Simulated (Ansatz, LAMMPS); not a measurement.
**Structural relaxation of a frame of liquid mixture of trimethyl phosphate and H2O from 300 K (170 atoms)**

Aim: bring a frame of liquid mixture of trimethyl phosphate and H2O from 300 K (170 atoms) to a nearby minimum of the energy and see what moves.

Method: Kohn-Sham DFT, PBE+D4, PAW (set soft_2), plane waves, in Ansatz 0.2.0.

## Step 1: Set-up

The cell holds 170 atoms: 12 C, 50 O, 4 P and 104 H. Its edges and angles: a = 12.146 Å, b = 12.146 Å, c = 12.146 Å, α = 90.0°, β = 90.0°, γ = 90.0°. 4 trimethyl phosphate, 34 H2O placed at random, at 1.09 g/cm³; overlaps pushed apart, then 10 ps at 450 K with MMFF94 bonds, angles, torsions, charges and radii (Halgren, J. Comput. Chem. 17, 490 (1996)) in harmonic and 12-6 forms; SPC/E water (Berendsen, Grigera and Straatsma, J. Phys. Chem. 91, 6269 (1987)). Snapshot after 20 ps at 300 K and fixed volume.

What the set-up can't give: The network of contacts between molecules at the start is that of the classical potential that made the cell. The density was typed from a rule of thumb and may lie off the real one at this temperature. The Brillouin zone is sampled at Γ only, in a cell whose shortest periodic width is 12 Å.

## Step 2: Making the structure

A classical potential makes the cell, at a small fraction of what the same run would cost in DFT.

This step: classical MD, MMFF94 bonds, angles, torsions, charges and radii (Halgren, J. Comput. Chem. 17, 490 (1996)) in harmonic and 12-6 forms; SPC/E water (Berendsen, Grigera and Straatsma, J. Phys. Chem. 91, 6269 (1987)) (LAMMPS 22 Jul 2025 - Update 4).

Contents of in.lmp:

```
# liquid mixture of trimethyl phosphate and H2O
units real
atom_style full
boundary p p p
bond_style harmonic
angle_style harmonic
dihedral_style opls
improper_style harmonic
special_bonds lj 0 0 0.5 coul 0 0 0.75
read_data data.lmp
neigh_modify delay 0 every 1 check yes one 4000
comm_modify cutoff 12.0
timestep 0.5
thermo_style custom step time temp pe press density
thermo_modify norm yes
# push overlapping molecules apart
pair_style soft 2.6
pair_coeff * * 0.0
variable a equal ramp(1,60)
fix ad all adapt 1 pair soft a * * v_a
velocity all create 450 70429 mom yes dist gaussian
fix lim all nve/limit 0.03
fix lan all langevin 450 450 50 70430 zero yes
thermo 1000
run 3000 post no
unfix ad
pair_style lj/cut/coul/long 9.0
pair_modify mix arithmetic tail yes
pair_coeff 1 1 0.0678 3.3680   # C
pair_coeff 2 2 0.0763 3.0430   # O
pair_coeff 3 3 0.2596 3.1940   # P
pair_coeff 4 4 0.0763 3.0960   # O
pair_coeff 5 5 0.0216 2.5400   # H
pair_coeff 6 6 0.1553 3.1660   # O
# [... 20 lines left out ...]
compute msd all msd com yes
thermo 5000
fix md all nvt temp 300 300 100
run 20000 post no
print "== T300: mean square displacement over the hold $(c_msd[4]:%.2f) A^2"
unfix md
uncompute msd
write_dump all custom T300.dump id type xs ys zs modify sort id
```

Launch:

```bash
lmp -in in.lmp -log none -nocite
```

Numbers of over 12 decimals in the logs are rounded to 6 here.

What it wrote:

```text
LAMMPS (22 Jul 2025 - Update 4)
Reading data file ...
  orthogonal box = (0 0 0) to (12.14551 12.14551 12.14551)
  170 atoms
  orthogonal box = (0 0 0) to (12.14551 12.14551 12.14551)
  132 bonds
  142 angles
  72 dihedrals
   Step          Time           Temp          PotEng         Press         Density
         0   0              450            0.36580406     13928.277      1.086999
      1000   500            403.38727      1.2097802      21149.707      1.086999
      2000   1000           418.96665      1.087655       30180.449      1.086999
      3000   1500           400.72504      1.0802106      31619.107      1.086999
Loop time of 0.290926 s on 1 MPI rank(s) for 3000 steps with 170 atoms
PPPM initialization ...
  G vector (1/distance) = 0.30581077
  grid = 8 8 8
  estimated relative force accuracy = 4.5872223e-05
   Step          Time           Temp          PotEng         Press         Density
      3000   1500           400.72504     -1.3048863      22080.518      1.086999
      3100   1550           400.72504     -4.6422875     -785.92907      1.086999
      3200   1600           400.72504     -4.8870422      1108.2874      1.086999
      3300   1650           400.72504     -4.9532833      1956.651       1.086999
Loop time of 0.691039 s on 1 MPI rank(s) for 300 steps with 170 atoms
Minimization stats:
  Stopping criterion = max iterations
  Energy initial, next-to-last, final =
      -1.3048863498425  -4.95280526331332  -4.95328327156121
  Force two-norm initial, final = 621.11425 11.238637
  Iterations, force evaluations = 300 596
   Step          Time           Temp          PotEng         Press         Density
         0   0              450           -4.9532833      2589.9851      1.086999
      1000   500            433.33327     -3.6252044     -4544.7527      1.086999
      2000   1000           453.99244     -3.7632929     -2886.3585      1.086999
Loop time of 1.83019 s on 1 MPI rank(s) for 2000 steps with 170 atoms
   Step          Time           Temp          PotEng         Press         Density
      2000   1000           568.33128     -4.1351887      5147.2899      1.086999
[... 5 lines left out ...]
Loop time of 10.5402 s on 1 MPI rank(s) for 10000 steps with 170 atoms
   Step          Time           Temp          PotEng         Press         Density
[... 4 lines left out ...]
Loop time of 4.81738 s on 1 MPI rank(s) for 5000 steps with 170 atoms
   Step          Time           Temp          PotEng         Press         Density
[... 2 lines left out ...]
     25000   24000          308.05691     -4.2482639     -3191.7791      1.086999
     30000   29000          312.24114     -4.1926034     -3438.2338      1.086999
     35000   34000          308.79273     -4.1614554      3684.6391      1.086999
     37000   36000          359.8432      -4.3088107      672.85288      1.086999
Loop time of 19.1601 s on 1 MPI rank(s) for 20000 steps with 170 atoms
== T300: mean square displacement over the hold 9.67 A^2
```

The job ended after 38 s (1 thread of Intel Xeon Platinum 8259CL at 2.50GHz (Skylake/Cascade Lake), shared host; peak memory 0.11 GiB).

The input also reads data.lmp (atoms, bonds and types; not printed here).

## Step 3: Single point at the start

A single point comes first, to see the forces before anything moves.

Contents of input.yaml:

```yaml
crystal:
  lattice:
    - [12.14551, 0.0, 0.0]
    - [0.0, 12.14551, 0.0]
    - [0.0, 0.0, 12.14551]
  atoms:
    - { symbol: C, position: [0.2186, 0.43129, 0.26248] }
    - { symbol: O, position: [0.11911, 0.39101, 0.30738] }
    - { symbol: P, position: [0.01129, 0.39818, 0.22747] }
    - { symbol: O, position: [0.00883, 0.32768, 0.1279] }
    - { symbol: O, position: [0.90945, 0.36844, 0.30884] }
    - { symbol: C, position: [0.89124, 0.44013, 0.40328] }
    - { symbol: O, position: [0.99883, 0.5305, 0.21673] }
    - { symbol: C, position: [0.92993, 0.56819, 0.13063] }
    - { symbol: H, position: [0.20877, 0.51486, 0.22992] }
    - { symbol: H, position: [0.27162, 0.43169, 0.33399] }
    - { symbol: H, position: [0.24634, 0.37939, 0.19619] }
    - { symbol: H, position: [0.87535, 0.52947, 0.37968] }
    - { symbol: H, position: [0.81762, 0.41121, 0.45347] }
    - { symbol: H, position: [0.96254, 0.43496, 0.46418] }
    - { symbol: H, position: [0.876, 0.49819, 0.11702] }
    - { symbol: H, position: [0.97728, 0.59191, 0.05982] }
    - { symbol: H, position: [0.89261, 0.63998, 0.16117] }
    - { symbol: C, position: [0.94903, 0.09798, 0.43785] }
    - { symbol: O, position: [0.8647, 0.0777, 0.51001] }
    - { symbol: P, position: [0.79686, 0.96569, 0.4978] }
    - { symbol: O, position: [0.72984, 0.96429, 0.39263] }
    - { symbol: O, position: [0.88702, 0.87309, 0.51123] }
    - { symbol: C, position: [0.9617, 0.89143, 0.6047] }
    - { symbol: O, position: [0.72876, 0.96006, 0.61286] }
    - { symbol: C, position: [0.63509, 0.02766, 0.60146] }
    - { symbol: H, position: [0.03, 0.0909, 0.47597] }
    - { symbol: H, position: [0.94782, 0.04323, 0.36163] }
    - { symbol: H, position: [0.94578, 0.18481, 0.42098] }
    - { symbol: H, position: [0.04564, 0.90593, 0.57107] }
    - { symbol: H, position: [0.92802, 0.96084, 0.65595] }
    - { symbol: H, position: [0.96633, 0.81803, 0.65763] }
    - { symbol: H, position: [0.5945, 0.00309, 0.52825] }
    [... 132 atom lines left out ...]
    - { symbol: O, position: [0.42453, 0.2336, 0.41116] }
    - { symbol: H, position: [0.45127, 0.16328, 0.37771] }
    - { symbol: H, position: [0.47226, 0.29582, 0.38605] }
    - { symbol: O, position: [0.18138, 0.40651, 0.56403] }
    - { symbol: H, position: [0.25964, 0.42392, 0.58278] }
    - { symbol: H, position: [0.16844, 0.42107, 0.48403] }
kpoints:
  mp_grid: { grid: [1, 1, 1] }
hamiltonian:
  xc: pbe
  dispersion: d4
scf:
  occupations: { method: fixed }
output:
  forces: true
  stress: true
  populations: intrinsic
  dos:
    method: { smearing: { sigma: 0.15 } }
    de: 0.1
    projected: { site_lists: { C: [C], H: [H], O: [O], P: [P] } }
  eigenvalues: true
```

Launch:

```bash
ansatz run input.yaml --threads 4 --pin off --max-ram 8192MiB --backend cpu --events-out ev --progress --plain --runs-dir out
```

What it wrote:

```text
Engine: ansatz 0.2.0, x86_64-unknown-linux-gnu
Pseudopotentials: kind: paw
Pseudopotential: C, paw, valence charge 4, recommended cutoff 420 eV (normal), C.paw.azcp
Pseudopotential: O, paw, valence charge 6, recommended cutoff 420 eV (normal), O.paw.azcp
Pseudopotential: P, paw, valence charge 5, recommended cutoff 420 eV (normal), P.paw.azcp
Pseudopotential: H, paw, valence charge 1, recommended cutoff 420 eV (normal), H.paw.azcp
[... 5 lines on functional and potentials left out ...]
Crystal: 170 atoms, lattice volume = 1791.626 Å³
Basis set: ecut = 420 eV, 35033 PW (Γ), exchange–correlation on 180×180×180 points (8 copies of the dense FFT grid, shifted against one another)
Bands: 406, of which v1, the nominal top of the filled ones, is band 236 counted from 1 (235 counted from 0)
Symmetry: 1 space group operations
Space group: P1 (ITA 1), of the structure as read, at distance tolerance 1.2e-4 Å
k-points: 1
[... 9 lines on functional and potentials left out ...]
Initial density: superposition of atomic densities (neutral atoms: chi_scale 0, normalization atom), corrected by the library's trained network
Initial wavefunctions: pseudopotential atomic-orbital guess
Functional: x = pbe(κ = 0.804, μ = 0.219515), c = pbe(β = 0.066725)
SCF iter   1: F=—  HF=-36079.306270 eV  |F-HF|=—  |Δ(HF+E_count)|=         —  Δρ=3.45e-3  dr2=2.47e-1  ethr=1.77e-3  ⟨swp⟩=5.0  Hψ=1534  notcnv=0  defer=167
preconditioner: auto → Resta (q_TF=auto, 2.184 Å⁻¹)  ε∞=2.2  [insulator: Δε(μ)=4.828 eV  Ē_g=17.205 eV  n_scr=304 (ndim 8)  ℏωp=19.1 eV  f_vac=0.278  ε∞_Penn≈2.2]
SCF iter   2: F=—  HF=-36079.225969 eV  |F-HF|=—  |Δ(HF+E_count)|=   8.03e-2  Δρ=1.78e-3  dr2=5.47e-2  ethr=5.23e-5  ⟨swp⟩=3.0  Hψ=593  notcnv=0  defer=168
SCF iter   3: F=—  HF=-36079.209948 eV  |F-HF|=—  |Δ(HF+E_count)|=   1.60e-2  Δρ=9.01e-4  dr2=1.64e-2  ethr=1.16e-5  ⟨swp⟩=2.0  Hψ=481  notcnv=0  defer=168
SCF iter   4: F=—  HF=-36079.206897 eV  |F-HF|=—  |Δ(HF+E_count)|=   3.05e-3  Δρ=3.00e-4  dr2=1.77e-3  ethr=3.47e-6  ⟨swp⟩=3.0  Hψ=533  notcnv=0  defer=168
SCF iter   5: F=—  HF=-36079.206870 eV  |F-HF|=—  |Δ(HF+E_count)|=   2.72e-5  Δρ=1.88e-4  dr2=5.73e-4  ethr=3.75e-7  ⟨swp⟩=3.0  Hψ=482  notcnv=0  defer=168
SCF iter   6: F=—  HF=-36079.206784 eV  |F-HF|=—  |Δ(HF+E_count)|=   8.60e-5  Δρ=5.00e-5  dr2=4.19e-5  ethr=1.21e-7  ⟨swp⟩=3.0  Hψ=479  notcnv=0  defer=167
SCF iter   7: F=—  HF=-36079.209938 eV  |F-HF|=—  |Δ(HF+E_count)|=   3.15e-3  Δρ=2.16e-5  dr2=7.83e-6  ethr=8.88e-9  ⟨swp⟩=2.0  Hψ=603  notcnv=0  defer=167
SCF iter   8: F=—  HF=-36079.209938 eV  |F-HF|=—  |Δ(HF+E_count)|=   1.39e-7  Δρ=1.06e-5  dr2=1.79e-6  ethr=1.66e-9  ⟨swp⟩=3.0  Hψ=557  notcnv=0  defer=167
SCF iter   9: F=—  HF=-36079.209938 eV  |F-HF|=—  |Δ(HF+E_count)|=   2.21e-7  Δρ=3.21e-6  dr2=1.63e-7  ethr=3.79e-10  ⟨swp⟩=2.0  Hψ=475  notcnv=0  defer=167
SCF iter  10: F=-36079.209938 eV  HF=-36079.209938 eV  |F-HF|=1.79e-8  |Δ(HF+E_count)|=   2.82e-8  Δρ=1.59e-6  dr2=3.93e-8  ethr=2.12e-11  ⟨swp⟩=18.0  Hψ=3329  notcnv=0
SCF 1 converged in 10 iterations: F = -36079.209938 eV  dr2 = 3.93e-8
  greatest PAW one-centre occupation: 0.874 electrons in one spin orbital (limit 2), on the O atom at site 3 (counted from 0), in its partial waves of l = 0
SCF converged after 10 iterations
Free energy (F): -36079.209938 eV
Harris-Foulkes:  -36079.209938 eV  (|F-HF|=1.79e-8)
Internal energy: -36079.209938 eV  (E = F + TS)
E sigma→0 (E₀):  -36079.209938 eV
Fermi energy:    -2.052498 eV
--- Per-component energies (eV) ---
  E_band       = -4305.528489
  E_kinetic    = 11592.952345
  E_local      = -39153.779817  (includes V_loc(G=0)·N_el)
  E_nonlocal   = 3027.548567
  E_hartree    = 14525.356608
  E_xc         = -5416.871210
  E_vxc        = -6829.074759  (∫ρ·V_xc dr)
  E_paw        = -11451.882816  (= ΣΔE_a)
  E_vpaw       = -1993.881015  (= ΣTr[D̂ρ^β])
  E_aug_tail   = -0.003889  (compensation charges beyond the density's cutoff)
  E_ewald      = -9195.995327
  E_disp       = -6.534400  (pairwise vdW)
  E_smearing   = -0.000000  (= −TS)
  E_closure    = 0.000000  (closes the sum)
  Σ components = -36079.209938   (vs F -36079.209938, Δ=0.00e0)
--- Forces (eV/Å), atoms counted from 1 ---
  atom   1  C      0.52098239     0.79062092    -0.02390254
  atom   2  O     -2.51988025    -0.54907345    -0.66707719
  atom   3  P     -0.42915948     1.10368566     2.76612060
  atom   4  O     -0.08806475     0.13554437     0.46683832
  atom   5  O      0.64510304     0.11578108    -0.22865782
  atom   6  C     -0.25826252     0.55388174     1.61849982
  atom   7  O      1.89073275    -1.14109704     0.40221555
  atom   8  C      0.02315949    -1.09698415    -0.23573562
  atom   9  H      0.02597964     0.13216323     0.10945517
  atom  10  H      0.84051856     0.05663791    -0.10877394
  atom  11  H      0.50815610    -0.52247519    -0.31949514
  atom  12  H      0.33849635    -1.24690665     0.10991118
  atom  13  H      0.80126306     0.05859730    -1.16295151
  atom  14  H     -0.69151993     0.18368893    -0.99875909
[...]
atom 169  H     -0.66273546    -0.19140104    -0.64357092
  atom 170  H      0.51298638    -0.16912283     1.28841614
  max |Σ_I F_I| component: 1.93e-4 eV/Å
--- Stress (GPa, compression-positive) ---
       -1.201325       0.551025      -0.013778
        0.551025      -1.557037      -0.468004
       -0.013778      -0.468004      -0.817351
  P = ⅓ Tr σ = -1.1919 GPa (-11.919 kbar)
--- Band table (eV) ---
  k-point 0: bands = ["-23.7636", "-23.6759", "-23.5553", "-23.3521", [... 390 levels ...], "10.8847", "10.8891", "10.9526", "10.9761", "11.0073", "11.0366", "11.0972", "11.1525", "11.1696", "11.1914", "11.2288", "11.2632"]
--- intrinsic populations: 170 sites ---
  site symbol       q [e]
     0      C      4.3232
     1      O      6.6107
     2      P      2.9073
[...]
169      H      0.6168
  spilling = -0.000000 (of n_electrons = 472.000000)
```

It took 24 s on 4 threads of Intel Xeon Platinum 8259CL at 2.50GHz (Skylake/Cascade Lake), shared host; peak memory 2.5 GiB; 92 s of CPU time.

The run gave:

* free energy: -36079.2099 eV
* free energy per atom: -212.2306 eV/atom
* SCF cycles: 10
* pressure: -1.192 GPa
* r.m.s. force component: 0.6638 eV/Å
* longest force: 3.265 eV/Å
* Fermi energy: -2.052 eV
* gap (highest filled to lowest empty level): 4.841 eV

The r.m.s. force component of 0.66 eV/Å and the pressure of -1.2 GPa set the starting point.

Neighbours are counted within 1.21 Å (H-O), 1.34 Å (H-C), 1.73 Å (O-C), 2.02 Å (O-P).

Length of the force by element and coordination:

```csv
element,coordination,atoms,mean length of the force (eV/Å),spread,least,most
C,all,12,1.46,0.673,0.612,2.67
H,all,104,0.940,0.338,0.174,1.73
O,all,50,1.02,0.697,0.264,3.26
O,1,4,1.79,1.00,0.494,3.26
O,2,46,0.958,0.621,0.264,2.82
P,all,4,1.59,0.877,0.704,3.01
```

[end of part 1 of 3]

[Logs are printed without paths, hosts, clocks, repeated set-up lines and the standing remarks that a program may print on its own settings, such as how far it seeks lower states.]

[Hosts, paths, dates, database ids (printed as entryN), source tags and the programs' standing remarks are cut or masked in the printed files.]

[The MMFF94 radii named for the starting cell were scaled by 0.96; in molecules described by MMFF94, hydrogen bound to N, O or S took a small fixed 12-6 site in their place.]
